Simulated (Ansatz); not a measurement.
## Electron scattering at the Σ3 (111) boundary in fcc Ag, starting shift (0.33, 0)

Wanted: what the Σ3 (111) boundary in fcc Ag, starting shift (0.33, 0) costs an interconnect.

Calculated with Ansatz 0.2.0; Ansatz plane-wave DFT, PBE, PAW files; relaxation of a bicrystal slab with its lowest layers held; PAW set soft_1, in the first sound run; inputs show where later runs differ.

**1. Starting point**

The cell holds 8 atoms: 8 Ag. Cell: a = 2.889 Å, b = 2.889 Å, c = 27.514 Å, α = 90.0°, β = 90.0°, γ = 120.0°. It derives from Ag. built on the (1 1 1) plane; 1 overlapping atoms removed and the grains opened by 0 Å. Vacuum lies along c.

**2. Relaxing the bicrystal**

The boundary is built by mirroring the lower grain in the boundary plane and removing any atoms that overlap. A thin bicrystal slab is relaxed first, with the lowest layers held and the upper grain free to shift and open.

input.yaml

```yaml
crystal:
  lattice:
    - [2.8893797293, 0.0, 0.0]
    - [-1.4446898646, 2.5022762467, 0.0]
    - [0.0, 0.0, 27.51418069]
  atoms:
    - { symbol: Ag, position: [0.0, 1.0, 0.1817244735] }
    - { symbol: Ag, position: [0.3333333333, 0.6666666666, 0.2674682104] }
    - { symbol: Ag, position: [0.6666666667, 0.3333333333, 0.3532119473] }
    - { symbol: Ag, position: [0.0, 0.0, 0.4389556842] }
    - { symbol: Ag, position: [0.9966666667, 0.3333333333, 0.5246994211] }
    - { symbol: Ag, position: [0.6633333333, 0.6666666666, 0.610443158] }
    - { symbol: Ag, position: [0.33, 1.0, 0.6961868949] }
    - { symbol: Ag, position: [0.9966666667, 0.3333333333, 0.7819306318] }
kpoints:
  mp_grid: { grid: [9, 9, 1] }
hamiltonian:
  xc: pbe
  pseudopotentials: { kind: paw, azcp: { folder: soft_1 } }
scf:
  occupations: { method: fermi_dirac, width: 0.1 }
relax:
  f_tol: 0.03
  max_steps: 80
  constraints: [{ sites: [0, 1] }]
```

Command:

```console
> ansatz run input.yaml --threads 4 --pin off --max-ram 15360MiB --backend cpu --events-out ev --progress --plain --runs-dir out
```

Numbers of over 12 decimals in the logs are rounded to 6 here.

What it wrote:

```text
Engine: ansatz 0.2.0, aarch64-unknown-linux-gnu
Pseudopotentials: kind: paw
Pseudopotential: Ag, paw, valence charge 19, recommended cutoff 420 eV (normal), soft_1/Ag.paw.azcp
Functional definition: PBE
  parameter kappa = 0.804
  parameter beta = 0.066725
  exchange = pbe_x(kappa = kappa, mu = beta*pi^2/3)
  correlation = pbe_c(beta = beta)
Crystal: 8 atoms, lattice volume = 198.928 Å³
Basis set: ecut = 420 eV, 3883 PW (Γ), exchange–correlation on 40×40×384 points (8 copies of the dense FFT grid, shifted against one another)
Bands: 92, of which v1, the nominal top of the filled ones, is band 76 counted from 1 (75 counted from 0)
Symmetry: 1 space group operations
Space group: P1 (ITA 1), of the structure as read, at distance tolerance 5.8e-5 Å
k-points: 41 of 81 (time reversal used)
Non-local potential: Ag, projectors of the file, l = 0: 3, l = 1: 2, l = 2: 2, l = 3: 1
PAW form: soft (Blöchl's): semilocal exchange-correlation on the pseudo side does not see the compensation charge
PAW one-centre angular grid: Ag, 590 points (default); XC on 64 Gauss nodes
Initial density: superposition of atomic densities (neutral atoms: chi_scale 0, normalization atom)
Initial wavefunctions: pseudopotential atomic-orbital guess
Functional: x = pbe(κ = 0.804, μ = 0.219515), c = pbe(β = 0.066725)
SCF iter   1: F=—  HF=-60725.871195 eV  |F-HF|=—  |Δ(HF+E_count)|=         —  Δρ=5.56e-2  dr2=6.70e0  ethr=3.10e-3  ⟨swp⟩=6.3  Hψ=13315  notcnv=0  defer=88
preconditioner: auto → LDOS  [metal: Δε(μ)=0.118 eV  Ē_g=9.943 eV  σ=0.100 eV  W_gap=0.29  n_scr=64 (ndim 8)  ℏωp=24.7 eV  f_vac=0.297  D(μ)=1.95/eV (n_scr^D=10)  β→1.0]
SCF iter   2: F=—  HF=-60727.726063 eV  |F-HF|=—  |Δ(HF+E_count)|=    1.85e0  Δρ=8.37e-2  dr2=1.15e1  ethr=3.10e-3  ⟨swp⟩=2.9  Hψ=8482  notcnv=0  defer=272
SCF iter   3: F=—  HF=-60724.201739 eV  |F-HF|=—  |Δ(HF+E_count)|=    3.52e0  Δρ=1.72e-2  dr2=4.34e-1  ethr=3.10e-3  ⟨swp⟩=2.8  Hψ=7144  notcnv=0  defer=272
SCF iter   4: F=—  HF=-60724.074235 eV  |F-HF|=—  |Δ(HF+E_count)|=   1.28e-1  Δρ=1.78e-3  dr2=5.75e-3  ethr=2.86e-4  ⟨swp⟩=2.2  Hψ=7009  notcnv=0  defer=272
SCF iter   5: F=—  HF=-60724.073248 eV  |F-HF|=—  |Δ(HF+E_count)|=   9.86e-4  Δρ=6.27e-4  dr2=6.11e-4  ethr=3.78e-6  ⟨swp⟩=2.9  Hψ=7391  notcnv=0  defer=272
SCF iter   6: F=—  HF=-60724.073370 eV  |F-HF|=—  |Δ(HF+E_count)|=   1.22e-4  Δρ=1.28e-4  dr2=2.17e-5  ethr=4.02e-7  ⟨swp⟩=2.0  Hψ=5328  notcnv=0  defer=272
SCF iter   7: F=-60724.073384 eV  HF=-60724.073390 eV  |F-HF|=6.06e-6  |Δ(HF+E_count)|=   1.95e-5  Δρ=4.98e-5  dr2=8.43e-6  ethr=1.43e-8  ⟨swp⟩=5.0  Hψ=12707  notcnv=0
SCF 1 converged in 7 iterations: F = -60724.073384 eV  dr2 = 8.43e-6
  greatest PAW one-centre occupation: 1.001 electrons in one spin orbital (limit 2), on the Ag atom at site 5 (counted from 0), in its partial waves of l = 0
relax step   1: F+E_penalty+E_count = -60724.07338350 eV  Δ(F+E_penalty+E_count) = +0.000e0 eV  max|allowed force component| = 8.882e-1 eV/Å  Δτ_max = 0.0000 Å  (7 SCF iters, dr2 threshold 2.25e-5 eV, accepted)
Initial density: handed on by an earlier stage of this run
Initial wavefunctions: those handed on with the density
iter 1 solved again at ethr=7.26e-5 eV; its pass at ethr=3.10e-3 eV (dr2=1.10e-1 eV) is discarded
SCF iter   1: F=—  HF=-60724.265739 eV  |F-HF|=—  |Δ(HF+E_count)|=         —  Δρ=6.99e-3  dr2=1.11e-1  ethr=7.26e-5  ⟨swp⟩=1.7  Hψ=14052  notcnv=0  defer=251
preconditioner: auto → LDOS  [metal: Δε(μ)=0.034 eV  Ē_g=10.305 eV  σ=0.100 eV  W_gap=0.08  n_scr=64 (ndim 8)  ℏωp=24.7 eV  f_vac=0.289  D(μ)=1.49/eV (n_scr^D=10)  β→1.0]
SCF iter   2: F=—  HF=-60724.255870 eV  |F-HF|=—  |Δ(HF+E_count)|=   9.87e-3  Δρ=5.65e-3  dr2=9.38e-2  ethr=7.26e-5  ⟨swp⟩=2.1  Hψ=6564  notcnv=0  defer=251
SCF iter   3: F=—  HF=-60724.230594 eV  |F-HF|=—  |Δ(HF+E_count)|=   2.53e-2  Δρ=9.57e-4  dr2=2.50e-3  ethr=6.17e-5  ⟨swp⟩=2.0  Hψ=5740  notcnv=0  defer=251
SCF iter   4: F=—  HF=-60724.230611 eV  |F-HF|=—  |Δ(HF+E_count)|=   1.70e-5  Δρ=7.76e-4  dr2=1.13e-3  ethr=1.65e-6  ⟨swp⟩=2.9  Hψ=7730  notcnv=0  defer=276
SCF iter   5: F=—  HF=-60724.230332 eV  |F-HF|=—  |Δ(HF+E_count)|=   2.79e-4  Δρ=2.42e-4  dr2=1.24e-4  ethr=7.41e-7  ⟨swp⟩=2.0  Hψ=5162  notcnv=0  defer=276
SCF iter   6: F=-60724.230300 eV  HF=-60724.230305 eV  |F-HF|=4.51e-6  |Δ(HF+E_count)|=   2.72e-5  Δρ=5.12e-5  dr2=5.87e-6  ethr=3.24e-8  ⟨swp⟩=3.0  Hψ=14471  notcnv=0
SCF 2 converged in 6 iterations: F = -60724.230300 eV  dr2 = 5.87e-6
  greatest PAW one-centre occupation: 1.001 electrons in one spin orbital (limit 2), on the Ag atom at site 2 (counted from 0), in its partial waves of l = 0
relax step   2: F+E_penalty+E_count = -60724.23030009 eV  Δ(F+E_penalty+E_count) = -1.569e-1 eV  max|allowed force component| = 1.210e-1 eV/Å  Δτ_max = 0.1934 Å  (6 SCF iters, dr2 threshold 4.93e-5 eV, accepted)
SCF iter   1: F=—  HF=-60724.336087 eV  |F-HF|=—  |Δ(HF+E_count)|=         —  Δρ=8.99e-3  dr2=1.78e-1  ethr=1.14e-3  ⟨swp⟩=7.5  Hψ=11104  notcnv=0  defer=250
preconditioner: auto → LDOS  [metal: Δε(μ)=0.096 eV  Ē_g=10.245 eV  σ=0.100 eV  W_gap=0.23  n_scr=64 (ndim 8)  ℏωp=24.7 eV  f_vac=0.282  D(μ)=1.50/eV (n_scr^D=10)  β→1.0]
SCF iter   2: F=—  HF=-60724.315158 eV  |F-HF|=—  |Δ(HF+E_count)|=   2.09e-2  Δρ=7.20e-3  dr2=1.37e-1  ethr=1.17e-4  ⟨swp⟩=2.0  Hψ=7521  notcnv=0  defer=270
SCF iter   3: F=—  HF=-60724.276058 eV  |F-HF|=—  |Δ(HF+E_count)|=   3.91e-2  Δρ=1.07e-3  dr2=2.66e-3  ethr=9.02e-5  ⟨swp⟩=2.0  Hψ=5710  notcnv=0  defer=270
SCF iter   4: F=—  HF=-60724.275923 eV  |F-HF|=—  |Δ(HF+E_count)|=   1.35e-4  Δρ=9.42e-4  dr2=1.56e-3  ethr=1.75e-6  ⟨swp⟩=3.0  Hψ=7975  notcnv=0  defer=270
SCF iter   5: F=—  HF=-60724.275488 eV  |F-HF|=—  |Δ(HF+E_count)|=   4.34e-4  Δρ=1.42e-4  dr2=5.26e-5  ethr=1.03e-6  ⟨swp⟩=2.2  Hψ=5235  notcnv=0  defer=270
SCF iter   6: F=—  HF=-60724.275695 eV  |F-HF|=—  |Δ(HF+E_count)|=   2.07e-4  Δρ=2.84e-5  dr2=2.31e-6  ethr=3.46e-8  ⟨swp⟩=2.0  Hψ=6361  notcnv=0  defer=270
SCF iter   7: F=-60724.275695 eV  HF=-60724.275695 eV  |F-HF|=4.74e-8  |Δ(HF+E_count)|=   2.84e-8  Δρ=9.31e-6  dr2=1.67e-7  ethr=6.02e-10  ⟨swp⟩=4.9  Hψ=13100  notcnv=0
SCF 3 converged in 7 iterations: F = -60724.275695 eV  dr2 = 1.67e-7
  greatest PAW one-centre occupation: 1.001 electrons in one spin orbital (limit 2), on the Ag atom at site 3 (counted from 0), in its partial waves of l = 0
relax step   3: F+E_penalty+E_count = -60724.27569540 eV  Δ(F+E_penalty+E_count) = -4.540e-2 eV  max|allowed force component| = 3.239e-2 eV/Å  Δτ_max = 0.2000 Å  (7 SCF iters, dr2 threshold 9.16e-7 eV, accepted)
[...]
relax step   4: F+E_penalty+E_count = -60724.29130634 eV  Δ(F+E_penalty+E_count) = -1.561e-2 eV  max|allowed force component| = 3.552e-2 eV/Å  Δτ_max = 0.2000 Å  (7 SCF iters, accepted)
[...]
relax step   5: F+E_penalty+E_count = -60724.30161059 eV  Δ(F+E_penalty+E_count) = -1.030e-2 eV  max|allowed force component| = 2.633e-2 eV/Å  Δτ_max = 0.1765 Å  (7 SCF iters, accepted)
[...]
relax step   6: F+E_penalty+E_count = -60724.30877106 eV  Δ(F+E_penalty+E_count) = -7.160e-3 eV  max|allowed force component| = 2.865e-2 eV/Å  Δτ_max = 0.1952 Å  (8 SCF iters, accepted)
[...]
relax step   7: F+E_penalty+E_count = -60724.31458282 eV  Δ(F+E_penalty+E_count) = -5.812e-3 eV  max|allowed force component| = 1.169e-2 eV/Å  Δτ_max = 0.1945 Å  (8 SCF iters, accepted)
SCF iter   1: F=—  HF=-60724.361331 eV  |F-HF|=—  |Δ(HF+E_count)|=         —  Δρ=7.52e-3  dr2=1.20e-1  ethr=7.87e-4  ⟨swp⟩=6.6  Hψ=10341  notcnv=0  defer=270
preconditioner: auto → LDOS  [metal: Δε(μ)=0.104 eV  Ē_g=10.227 eV  σ=0.100 eV  W_gap=0.25  n_scr=64 (ndim 8)  ℏωp=24.7 eV  f_vac=0.280  D(μ)=1.54/eV (n_scr^D=10)  β→1.0]
SCF iter   2: F=—  HF=-60724.341023 eV  |F-HF|=—  |Δ(HF+E_count)|=   2.03e-2  Δρ=5.75e-3  dr2=5.77e-2  ethr=7.89e-5  ⟨swp⟩=2.1  Hψ=7457  notcnv=0  defer=272
SCF iter   3: F=—  HF=-60724.317014 eV  |F-HF|=—  |Δ(HF+E_count)|=   2.40e-2  Δρ=6.94e-4  dr2=9.60e-4  ethr=3.80e-5  ⟨swp⟩=2.0  Hψ=6385  notcnv=0  defer=272
SCF iter   4: F=—  HF=-60724.316882 eV  |F-HF|=—  |Δ(HF+E_count)|=   1.31e-4  Δρ=5.88e-4  dr2=6.23e-4  ethr=6.32e-7  ⟨swp⟩=3.0  Hψ=7997  notcnv=0  defer=272
SCF iter   5: F=—  HF=-60724.316717 eV  |F-HF|=—  |Δ(HF+E_count)|=   1.65e-4  Δρ=1.66e-4  dr2=4.82e-5  ethr=4.10e-7  ⟨swp⟩=2.0  Hψ=5397  notcnv=0  defer=272
SCF iter   6: F=—  HF=-60724.316943 eV  |F-HF|=—  |Δ(HF+E_count)|=   2.25e-4  Δρ=3.15e-5  dr2=1.78e-6  ethr=3.17e-8  ⟨swp⟩=2.0  Hψ=6388  notcnv=0  defer=272
SCF iter   7: F=-60724.316942 eV  HF=-60724.316942 eV  |F-HF|=1.14e-8  |Δ(HF+E_count)|=   4.16e-7  Δρ=6.18e-6  dr2=8.29e-8  ethr=6.58e-11  ⟨swp⟩=3.7  Hψ=16545  notcnv=0
SCF 8 converged in 7 iterations: F = -60724.316942 eV  dr2 = 8.29e-8
relax step   8: F+E_penalty+E_count = -60724.31694221 eV  Δ(F+E_penalty+E_count) = -2.359e-3 eV  max|allowed force component| = 7.132e-3 eV/Å  Δτ_max = 0.1947 Å  (7 SCF iters, accepted)
SCF converged after 7 iterations
Free energy (F): -60724.316942 eV
Harris-Foulkes:  -60724.316942 eV  (|F-HF|=1.14e-8)
Internal energy: -60724.262711 eV  (E = F + TS)
E sigma→0 (E₀):  -60724.289827 eV
Entropy (-TS):   -0.054231 eV (-6.779 meV/atom)
Fermi energy:    10.456216 eV
--- Per-component energies (eV) ---
  E_band       = -2908.835108
  E_kinetic    = 3741.018872
  E_local      = -136264.976117  (includes V_loc(G=0)·N_el)
  E_nonlocal   = 254.273572
  E_hartree    = 67486.327278
  E_xc         = -1270.849835
  E_vxc        = -1608.274526  (∫ρ·V_xc dr)
  E_paw        = -31644.519839  (= ΣΔE_a)
  E_vpaw       = -4003.488786  (= ΣTr[D̂ρ^β])
  E_aug_tail   = 0.003064  (compensation charges beyond the density's cutoff)
  E_ewald      = 36974.460294
  E_smearing   = -0.054231  (= −TS)
  E_closure    = 0.000000  (closes the sum)
  Σ components = -60724.316942   (vs F -60724.316942, Δ=0.00e0)
--- Forces (eV/Å), atoms counted from 1 ---
  atom   1  Ag    -0.00010856    -0.00006336    -0.16184806
  atom   2  Ag     0.00680672     0.00307589     0.15313139
  atom   3  Ag    -0.00071062    -0.00093004    -0.00051196
  atom   4  Ag    -0.00188438    -0.00446048     0.00310768
  atom   5  Ag    -0.00151780     0.00184632     0.00713235
  atom   6  Ag    -0.00058597     0.00105173    -0.00263634
  atom   7  Ag    -0.00036379     0.00076406     0.00107691
  atom   8  Ag    -0.00159610    -0.00128104     0.00059601
  max |Σ_I F_I| component: 4.80e-5 eV/Å
--- Relaxed structure (8 steps of the walk, 8 accepted, 0 SCFs on fresh bases) ---
  F+E_penalty+E_count = -60724.31694221 eV   max|allowed force component| = 7.132e-3 eV/Å
  atoms:
    - { symbol: Ag, position: [-5.551115123125783e-17, 1.000000, 0.1817244735] }
    - { symbol: Ag, position: [0.333333, 0.666667, 0.2674682104] }
    - { symbol: Ag, position: [0.673773, 0.336239, 0.355697] }
    - { symbol: Ag, position: [0.013103, 0.00491748, 0.443777] }
    - { symbol: Ag, position: [0.682102, 0.335721, 0.532637] }
    - { symbol: Ag, position: [0.350723, 0.668515, 0.620721] }
    - { symbol: Ag, position: [0.019440, 1.002392, 0.708952] }
    - { symbol: Ag, position: [0.688019, 0.336906, 0.796699] }
```

It took 2 min on 4 threads of Arm Neoverse V1, shared host; peak memory 0.94 GiB.

Step by step:

```csv
step,energy less that of the first step (eV),largest force component (eV/Å)
1,0.0000,0.8882
2,-0.1569,0.1210
3,-0.2023,0.0324
4,-0.2179,0.0355
5,-0.2282,0.0263
6,-0.2354,0.0287
7,-0.2412,0.0117
8,-0.2436,0.0071
```

The atoms that moved most (Å):

```csv
atom,dx,dy,dz,length
Ag8,-0.897,0.009,0.406,0.985
Ag7,-0.901,0.006,0.351,0.967
Ag6,-0.906,0.005,0.283,0.949
Ag5,-0.912,0.006,0.218,0.938
Ag4,0.031,0.012,0.133,0.137
Ag3,0.016,0.007,0.068,0.071
```

The relaxed structure:

```cif
data_structure
_symmetry_space_group_name_H-M 'P 1'
_symmetry_Int_Tables_number 1
_cell_length_a 2.8894
_cell_length_b 2.8894
_cell_length_c 27.5142
_cell_angle_alpha 90.000
_cell_angle_beta 90.000
_cell_angle_gamma 120.000
_cell_volume 198.93
loop_
_atom_site_label
_atom_site_type_symbol
_atom_site_fract_x
_atom_site_fract_y
_atom_site_fract_z
_atom_site_occupancy
Ag1 Ag 0.00000 0.00000 0.18172 1
Ag2 Ag 0.33333 0.66667 0.26747 1
Ag3 Ag 0.67377 0.33624 0.35570 1
Ag4 Ag 0.01310 0.00492 0.44378 1
Ag5 Ag 0.68210 0.33572 0.53264 1
Ag6 Ag 0.35072 0.66852 0.62072 1
Ag7 Ag 0.01944 0.00239 0.70895 1
Ag8 Ag 0.68802 0.33691 0.79670 1
```

Numbers from this step:

```yaml
free_energy: -60724.3169 eV
energy_at_zero_smearing: -60724.2898 eV
fermi_energy: 10.46 eV
```

The largest force component on a free atom ends at 0.0071 eV/Å, under the tolerance of 0.03, after 8 steps.

(Part 1 of 3 ends here.)

[Logs are printed without paths, hosts, clocks, repeated set-up lines and the standing remarks that a program may print on its own settings, such as how far it seeks lower states.]

[Hosts, paths, dates, database ids (printed as entryN), source tags and the programs' standing remarks are cut or masked in the printed files.]
